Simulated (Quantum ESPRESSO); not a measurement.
# O on top sites of RuAl(110): a series in the coverage, part 8 of 10

Wanted: a table for O on top sites of RuAl(110) against the coverage, and what can be fitted to it.

Quantum ESPRESSO 7.5; plane-wave DFT, PBE, GBRV ultrasoft pseudopotentials.

So far. Step 7 (Relaxing the ions, 0.1667 ML): The relaxation lowers the energy by 43 meV an atom. On the free atoms the largest force ends at 0.025 eV/Å. Step 8 (Self-consistent run, 0.1667 ML): Inside the slab this potential holds the local part of the pseudopotentials, which can be repulsive at the nuclei; only its value in the vacuum has a meaning of its own.

The structure was built from a prototype and need not be the compound's stable phase.

## (9) Relaxation with pw.x, 0.75 ML

System of this step: RuAl(110), 3 layers, 4 sites a cell, 3 O on top sites. The cell holds 27 atoms: 12 Ru, 12 Al and 3 O. Its edges and angles: a = 6.008 Å, b = 8.494 Å, c = 20.437 Å, α = 90.0°, β = 90.0°, γ = 90.0°. It derives from RuAl. Vacuum lies along c.

File m6.relax.in:

```
&control
  prefix = 'm6.relax'
  outdir = './out'
  pseudo_dir = './pseudo'
  nstep = 70
  forc_conv_thr = 0.0015
  calculation = 'relax'
/
&system
  ibrav = 0
  nat = 27
  ntyp = 3
  ecutwfc = 40
  ecutrho = 200
  occupations = 'smearing'
  smearing = 'mv'
  degauss = 0.02
/
&electrons
  conv_thr = 1e-07
  mixing_beta = 0.3
  electron_maxstep = 120
  mixing_mode = 'local-TF'
/
&ions
/
ATOMIC_SPECIES
  Ru  101.0700  ru_pbe_v1.2.uspp.F.UPF
  Al  26.9815  al_pbe_v1.uspp.F.UPF
  O   15.9990  o_pbe_v1.2.uspp.F.UPF
CELL_PARAMETERS angstrom
  6.00796582800000 0.00000000000000 0.00000000000000
  0.00000000000000 8.49361459400000 0.00000000000000
  0.00000000000000 0.00000000000000 20.43660440676306
ATOMIC_POSITIONS crystal
  Ru  0.000000000000 0.500000000000 0.344005725154 0 0 0
  Ru  0.500000000000 0.000000000000 0.344005725154 0 0 0
  Ru  0.500000000000 0.500000000000 0.344005725154 0 0 0
  Ru  0.000000000000 0.000000000000 0.344005725154 0 0 0
  Al  0.250000000000 0.750000000000 0.344005725154 0 0 0
  Al  0.750000000000 0.250000000000 0.344005725154 0 0 0
  Al  0.750000000000 0.750000000000 0.344005725154 0 0 0
  Al  0.250000000000 0.250000000000 0.344005725154 0 0 0
  Ru  0.000000000000 0.750000000000 0.447907704477 0 0 0
  Ru  0.500000000000 0.250000000000 0.447907704477 0 0 0
  Ru  0.500000000000 0.750000000000 0.447907704477 0 0 0
  Ru  0.000000000000 0.250000000000 0.447907704477 0 0 0
  Al  0.250000000000 0.500000000000 0.447907704477 0 0 0
  Al  0.750000000000 0.000000000000 0.447907704477 0 0 0
  Al  0.750000000000 0.500000000000 0.447907704477 0 0 0
  Al  0.250000000000 0.000000000000 0.447907704477 0 0 0
  Ru  0.000000000000 0.500000000000 0.551809683800
  Ru  0.500000000000 0.000000000000 0.551809683800
  Ru  0.500000000000 0.500000000000 0.551809683800
  Ru  0.000000000000 0.000000000000 0.551809683800
  Al  0.250000000000 0.750000000000 0.551809683800
  Al  0.750000000000 0.250000000000 0.551809683800
  Al  0.750000000000 0.750000000000 0.551809683800
  Al  0.250000000000 0.250000000000 0.551809683800
  O   0.000000000000 0.500000000000 0.655994274846
  O   0.500000000000 0.000000000000 0.655994274846
  O   0.500000000000 0.500000000000 0.655994274846
K_POINTS automatic
  4 3 1 0 0 0
```

Command:

```console
> OMP_NUM_THREADS=1 mpirun -n 16 pw.x -nk 1 -in m6.relax.in > m6.relax.out
```

The log of the run:

```text
[banner, memory and clock lines left out]
Program PWSCF v.7.5 starts
[...]
Message from routine setup:
[...]
number of electrons       =       246.00
     number of Kohn-Sham states=          148
     kinetic-energy cutoff     =      40.0000  Ry
     charge density cutoff     =     200.0000  Ry
[...]
number of k points=     6  Marzari-Vanderbilt smearing, width (Ry)=  0.0200
[...]
Dense  grid:   336231 G-vectors     FFT dimensions: (  54,  75, 180)
[...]
negative rho (up, down):  9.415E-01 0.000E+00
     Starting wfcs are  216 randomized atomic wfcs
[...]
negative rho (up, down):  9.235E-01 0.000E+00
[...]
estimated scf accuracy    <     177.08530250 Ry
[...]
negative rho (up, down):  9.264E-01 0.000E+00
[...]
estimated scf accuracy    <      39.93684801 Ry
[...]
negative rho (up, down):  9.338E-01 0.000E+00
[...]
estimated scf accuracy    <      20.50517028 Ry
[...]
negative rho (up, down):  9.308E-01 0.000E+00
[...]
estimated scf accuracy    <       2.45992636 Ry
[...]
negative rho (up, down):  9.312E-01 0.000E+00
[...]
estimated scf accuracy    <       9.33435174 Ry
[...]
negative rho (up, down):  9.305E-01 0.000E+00
[...]
estimated scf accuracy    <       6.44546191 Ry
[...]
negative rho (up, down):  9.294E-01 0.000E+00
[...]
estimated scf accuracy    <       2.21528961 Ry
[...]
negative rho (up, down):  9.294E-01 0.000E+00
[...]
estimated scf accuracy    <       1.28442172 Ry
[...]
negative rho (up, down):  9.271E-01 0.000E+00
[...]
estimated scf accuracy    <       0.23675943 Ry
[...]
negative rho (up, down):  9.263E-01 0.000E+00
[...]
estimated scf accuracy    <       0.14143169 Ry
[...]
negative rho (up, down):  9.237E-01 0.000E+00
[...]
estimated scf accuracy    <       0.11169894 Ry
[...]
negative rho (up, down):  9.225E-01 0.000E+00
[...]
estimated scf accuracy    <       0.04806940 Ry
[...]
negative rho (up, down):  9.213E-01 0.000E+00
[...]
estimated scf accuracy    <       0.04802439 Ry
[...]
negative rho (up, down):  9.211E-01 0.000E+00
[...]
estimated scf accuracy    <       0.02154914 Ry
[...]
negative rho (up, down):  9.200E-01 0.000E+00
[...]
estimated scf accuracy    <       0.00731974 Ry
[...]
negative rho (up, down):  9.248E-01 0.000E+00
[...]
estimated scf accuracy    <       0.00363416 Ry
[...]
negative rho (up, down):  9.283E-01 0.000E+00
[...]
estimated scf accuracy    <       0.00194299 Ry
[...]
negative rho (up, down):  9.289E-01 0.000E+00
[...]
estimated scf accuracy    <       0.00109393 Ry
[...]
negative rho (up, down):  9.303E-01 0.000E+00
[...]
estimated scf accuracy    <       0.00063098 Ry
[...]
negative rho (up, down):  9.277E-01 0.000E+00
[...]
estimated scf accuracy    <       0.00063512 Ry
[...]
negative rho (up, down):  9.279E-01 0.000E+00
[...]
estimated scf accuracy    <       0.00014035 Ry
[...]
negative rho (up, down):  9.271E-01 0.000E+00
[...]
estimated scf accuracy    <       0.00008304 Ry
[...]
negative rho (up, down):  9.249E-01 0.000E+00
[...]
estimated scf accuracy    <       0.00005243 Ry
[...]
negative rho (up, down):  9.229E-01 0.000E+00
[...]
estimated scf accuracy    <       0.00001998 Ry
[...]
negative rho (up, down):  9.220E-01 0.000E+00
[...]
estimated scf accuracy    <       0.00000326 Ry
[...]
negative rho (up, down):  9.218E-01 0.000E+00
[...]
estimated scf accuracy    <       0.00000162 Ry
[...]
negative rho (up, down):  9.216E-01 0.000E+00
[...]
estimated scf accuracy    <       0.00000072 Ry
[...]
negative rho (up, down):  9.214E-01 0.000E+00
[...]
estimated scf accuracy    <       0.00000040 Ry
[...]
negative rho (up, down):  9.212E-01 0.000E+00
[...]
the Fermi energy is     1.2263 ev
!    total energy              =   -2508.09451662 Ry
     estimated scf accuracy    <       0.00000007 Ry
     smearing contrib. (-TS)   =       0.00351059 Ry
     internal energy E=F+TS    =   -2508.09802721 Ry
[...]
one-electron contribution =  -12542.98985288 Ry
     hartree contribution      =    6282.27570750 Ry
     xc contribution           =    -383.99634284 Ry
     ewald contribution        =    4136.61246101 Ry
     convergence has been achieved in  29 iterations
     negative rho (up, down):  9.212E-01 0.000E+00
[...]
Total force =     0.444649     Total SCF correction =     0.000556
[...]
negative rho (up, down):  9.182E-01 0.000E+00
[...]
negative rho (up, down):  9.192E-01 0.000E+00
[...]
estimated scf accuracy    <       1.44567085 Ry
[...]
negative rho (up, down):  9.194E-01 0.000E+00
[...]
estimated scf accuracy    <       0.36184048 Ry
[...]
negative rho (up, down):  9.203E-01 0.000E+00
[...]
estimated scf accuracy    <       0.08026784 Ry
[...]
negative rho (up, down):  9.212E-01 0.000E+00
[...]
estimated scf accuracy    <       0.02982372 Ry
[...]
negative rho (up, down):  9.219E-01 0.000E+00
[...]
estimated scf accuracy    <       0.00995086 Ry
[...]
negative rho (up, down):  9.219E-01 0.000E+00
[...]
estimated scf accuracy    <       0.00039151 Ry
[...]
negative rho (up, down):  9.218E-01 0.000E+00
[...]
estimated scf accuracy    <       0.00018618 Ry
[...]
negative rho (up, down):  9.217E-01 0.000E+00
[...]
estimated scf accuracy    <       0.00012713 Ry
[...]
negative rho (up, down):  9.217E-01 0.000E+00
[...]
estimated scf accuracy    <       0.00006898 Ry
[...]
negative rho (up, down):  9.216E-01 0.000E+00
[...]
estimated scf accuracy    <       0.00002770 Ry
[...]
negative rho (up, down):  9.214E-01 0.000E+00
[...]
estimated scf accuracy    <       0.00001072 Ry
[...]
negative rho (up, down):  9.213E-01 0.000E+00
[...]
estimated scf accuracy    <       0.00000503 Ry
[...]
negative rho (up, down):  9.210E-01 0.000E+00
[...]
estimated scf accuracy    <       0.00000176 Ry
[...]
negative rho (up, down):  9.209E-01 0.000E+00
[...]
estimated scf accuracy    <       0.00000099 Ry
[...]
negative rho (up, down):  9.209E-01 0.000E+00
[...]
estimated scf accuracy    <       0.00000026 Ry
[...]
negative rho (up, down):  9.208E-01 0.000E+00
[...]
estimated scf accuracy    <       0.00000011 Ry
[...]
negative rho (up, down):  9.207E-01 0.000E+00
[...]
the Fermi energy is     1.4160 ev
[...]
negative rho (up, down):  9.275E-01 0.000E+00
[...]
estimated scf accuracy    <       0.01117556 Ry
[...]
negative rho (up, down):  9.274E-01 0.000E+00
[...]
estimated scf accuracy    <       0.00076686 Ry
[...]
negative rho (up, down):  9.272E-01 0.000E+00
[...]
estimated scf accuracy    <       0.00010483 Ry
[...]
negative rho (up, down):  9.271E-01 0.000E+00
[...]
estimated scf accuracy    <       0.00005796 Ry
[...]
negative rho (up, down):  9.271E-01 0.000E+00
[...]
estimated scf accuracy    <       0.00001567 Ry
[...]
negative rho (up, down):  9.271E-01 0.000E+00
[...]
estimated scf accuracy    <       0.00000471 Ry
[...]
negative rho (up, down):  9.271E-01 0.000E+00
[...]
estimated scf accuracy    <       0.00000305 Ry
[...]
negative rho (up, down):  9.271E-01 0.000E+00
[...]
estimated scf accuracy    <       0.00000093 Ry
[...]
negative rho (up, down):  9.271E-01 0.000E+00
[...]
estimated scf accuracy    <       0.00000051 Ry
[...]
negative rho (up, down):  9.271E-01 0.000E+00
[...]
estimated scf accuracy    <       0.00000018 Ry
[...]
negative rho (up, down):  9.271E-01 0.000E+00
[...]
the Fermi energy is     1.7075 ev
!    total energy              =   -2508.40012743 Ry
     estimated scf accuracy    <       0.00000004 Ry
     smearing contrib. (-TS)   =       0.00448045 Ry
     internal energy E=F+TS    =   -2508.40460788 Ry
[...]
one-electron contribution =  -12485.71214435 Ry
     hartree contribution      =    6255.33968524 Ry
     xc contribution           =    -384.47533198 Ry
     ewald contribution        =    4106.44318321 Ry
     convergence has been achieved in  14 iterations
     negative rho (up, down):  9.271E-01 0.000E+00
[...]
Total force =     0.072938     Total SCF correction =     0.000543
[...]
negative rho (up, down):  9.256E-01 0.000E+00
[...]
negative rho (up, down):  9.258E-01 0.000E+00
[...]
estimated scf accuracy    <       0.00764064 Ry
[...]
negative rho (up, down):  9.260E-01 0.000E+00
[...]
estimated scf accuracy    <       0.00094842 Ry
[...]
negative rho (up, down):  9.261E-01 0.000E+00
[...]
estimated scf accuracy    <       0.00078743 Ry
[...]
negative rho (up, down):  9.263E-01 0.000E+00
[...]
estimated scf accuracy    <       0.00025541 Ry
[...]
negative rho (up, down):  9.264E-01 0.000E+00
[...]
estimated scf accuracy    <       0.00004225 Ry
[...]
negative rho (up, down):  9.264E-01 0.000E+00
[...]
estimated scf accuracy    <       0.00000865 Ry
[...]
negative rho (up, down):  9.263E-01 0.000E+00
[...]
estimated scf accuracy    <       0.00000700 Ry
[...]
negative rho (up, down):  9.263E-01 0.000E+00
[...]
estimated scf accuracy    <       0.00000137 Ry
[...]
negative rho (up, down):  9.263E-01 0.000E+00
[...]
estimated scf accuracy    <       0.00000070 Ry
[...]
negative rho (up, down):  9.262E-01 0.000E+00
[...]
estimated scf accuracy    <       0.00000033 Ry
[...]
negative rho (up, down):  9.262E-01 0.000E+00
[...]
estimated scf accuracy    <       0.00000013 Ry
[...]
negative rho (up, down):  9.262E-01 0.000E+00
[...]
estimated scf accuracy    <       0.00000004 Ry
[...]
negative rho (up, down):  9.261E-01 0.000E+00
[...]
estimated scf accuracy    <       0.00000002 Ry
[...]
negative rho (up, down):  9.261E-01 0.000E+00
[...]
the Fermi energy is     1.7228 ev
!    total energy              =   -2508.40497516 Ry
     estimated scf accuracy    <          6.6E-09 Ry
     smearing contrib. (-TS)   =       0.00488195 Ry
     internal energy E=F+TS    =   -2508.40985711 Ry
[...]
one-electron contribution =  -12478.28640342 Ry
     hartree contribution      =    6251.62577742 Ry
     xc contribution           =    -384.51812325 Ry
     ewald contribution        =    4102.76889213 Ry
     convergence has been achieved in  14 iterations
     negative rho (up, down):  9.261E-01 0.000E+00
[...]
Total force =     0.069189     Total SCF correction =     0.000166
[...]
negative rho (up, down):  9.270E-01 0.000E+00
[...]
negative rho (up, down):  9.272E-01 0.000E+00
[...]
estimated scf accuracy    <       0.00494475 Ry
[...]
negative rho (up, down):  9.273E-01 0.000E+00
[...]
estimated scf accuracy    <       0.00051526 Ry
[...]
negative rho (up, down):  9.275E-01 0.000E+00
[...]
estimated scf accuracy    <       0.00073030 Ry
[...]
negative rho (up, down):  9.276E-01 0.000E+00
[...]
estimated scf accuracy    <       0.00029565 Ry
[...]
negative rho (up, down):  9.277E-01 0.000E+00
[...]
estimated scf accuracy    <       0.00010144 Ry
[...]
negative rho (up, down):  9.277E-01 0.000E+00
[...]
estimated scf accuracy    <       0.00001360 Ry
[...]
negative rho (up, down):  9.276E-01 0.000E+00
[...]
estimated scf accuracy    <       0.00000845 Ry
[...]
negative rho (up, down):  9.276E-01 0.000E+00
[...]
estimated scf accuracy    <       0.00000122 Ry
[...]
negative rho (up, down):  9.275E-01 0.000E+00
[...]
estimated scf accuracy    <       0.00000058 Ry
[...]
negative rho (up, down):  9.274E-01 0.000E+00
[...]
estimated scf accuracy    <       0.00000022 Ry
[...]
negative rho (up, down):  9.274E-01 0.000E+00
[...]
estimated scf accuracy    <       0.00000009 Ry
[...]
negative rho (up, down):  9.274E-01 0.000E+00
[...]
estimated scf accuracy    <       0.00000004 Ry
[...]
negative rho (up, down):  9.273E-01 0.000E+00
[...]
negative rho (up, down):  9.239E-01 0.000E+00
[...]
negative rho (up, down):  9.242E-01 0.000E+00
[...]
estimated scf accuracy    <       0.03044543 Ry
[...]
negative rho (up, down):  9.242E-01 0.000E+00
[...]
estimated scf accuracy    <       0.00514050 Ry
[...]
negative rho (up, down):  9.244E-01 0.000E+00
[...]
estimated scf accuracy    <       0.00152745 Ry
[...]
negative rho (up, down):  9.246E-01 0.000E+00
[...]
estimated scf accuracy    <       0.00061891 Ry
[...]
negative rho (up, down):  9.247E-01 0.000E+00
[...]
estimated scf accuracy    <       0.00008526 Ry
[...]
negative rho (up, down):  9.247E-01 0.000E+00
[...]
estimated scf accuracy    <       0.00001784 Ry
[...]
negative rho (up, down):  9.246E-01 0.000E+00
[...]
estimated scf accuracy    <       0.00000947 Ry
[...]
negative rho (up, down):  9.245E-01 0.000E+00
[...]
estimated scf accuracy    <       0.00000186 Ry
[...]
negative rho (up, down):  9.244E-01 0.000E+00
[...]
estimated scf accuracy    <       0.00000091 Ry
[...]
negative rho (up, down):  9.243E-01 0.000E+00
[...]
estimated scf accuracy    <       0.00000025 Ry
[...]
negative rho (up, down):  9.243E-01 0.000E+00
[...]
estimated scf accuracy    <       0.00000012 Ry
[...]
negative rho (up, down):  9.242E-01 0.000E+00
[...]
estimated scf accuracy    <       0.00000007 Ry
[...]
negative rho (up, down):  9.242E-01 0.000E+00
[...]
estimated scf accuracy    <       0.00000002 Ry
[...]
negative rho (up, down):  9.242E-01 0.000E+00
[...]
estimated scf accuracy    <          7.0E-09 Ry
[...]
negative rho (up, down):  9.242E-01 0.000E+00
[...]
the Fermi energy is     1.6794 ev
!    total energy              =   -2508.42259854 Ry
     estimated scf accuracy    <          1.1E-09 Ry
     smearing contrib. (-TS)   =       0.00665691 Ry
     internal energy E=F+TS    =   -2508.42925545 Ry
[...]
one-electron contribution =  -12339.32463983 Ry
     hartree contribution      =    6181.68625374 Ry
     xc contribution           =    -384.52208172 Ry
     ewald contribution        =    4033.73121236 Ry
     convergence has been achieved in  15 iterations
     negative rho (up, down):  9.242E-01 0.000E+00
[...]
Total force =     0.010173     Total SCF correction =     0.000049
[...]
```

Elapsed: 29 min, on 16 MPI ranks of Arm Neoverse V1, shared host; peak memory 3.1 GiB; 7.9 h of CPU time.

The steps of the relaxation:

```tsv
step	energy less that of the first step (eV)	largest force (eV/Å)
1	0.0000	5.1447
2	-2.5823	4.5499
3	-4.1580	0.7962
4	-4.2240	0.7116
5	-4.2868	0.6570
6	-4.3630	0.5384
7	-4.4274	0.3014
8	-4.4382	0.1819
9	-4.4449	0.1727
10	-4.4526	0.1522
11	-4.4608	0.1159
12	-4.4638	0.1086
13	-4.4659	0.1012
14	-4.4681	0.0763
15	-4.4695	0.0431
16	-4.4698	0.0234
```

The atoms that moved most (Å):

```tsv
atom	dx	dy	dz	length
Ru18	0.000	0.000	0.399	0.399
Ru17	0.000	0.000	0.305	0.305
Ru19	0.000	0.000	0.298	0.298
Al21	-0.009	0.023	-0.116	0.119
Al22	0.009	-0.023	-0.116	0.119
Al24	-0.009	-0.023	-0.116	0.119
Al23	0.009	0.023	-0.116	0.119
O27	0.000	0.000	-0.115	0.115
```

The relaxation lowers the energy by 166 meV an atom. On the free atoms the largest force ends at 0.023 eV/Å.

Numbers from this step:

* free energy: -34128.8341 eV
* Fermi energy: 1.681 eV

(Part 8 of 10 ends here.)

[Logs are printed without paths, hosts, clocks, repeated set-up lines and the standing remarks that a program may print on its own settings, such as how far it seeks lower states.]

[Hosts, paths, dates, database ids (printed as entryN), source tags and the programs' standing remarks are cut or masked in the printed files.]

[Maps of the electrostatic potential energy from Ansatz leave out the sawtooth potential of an applied field or a dipole correction, so their vacuum need not be flat; planar profiles and work functions include it.]
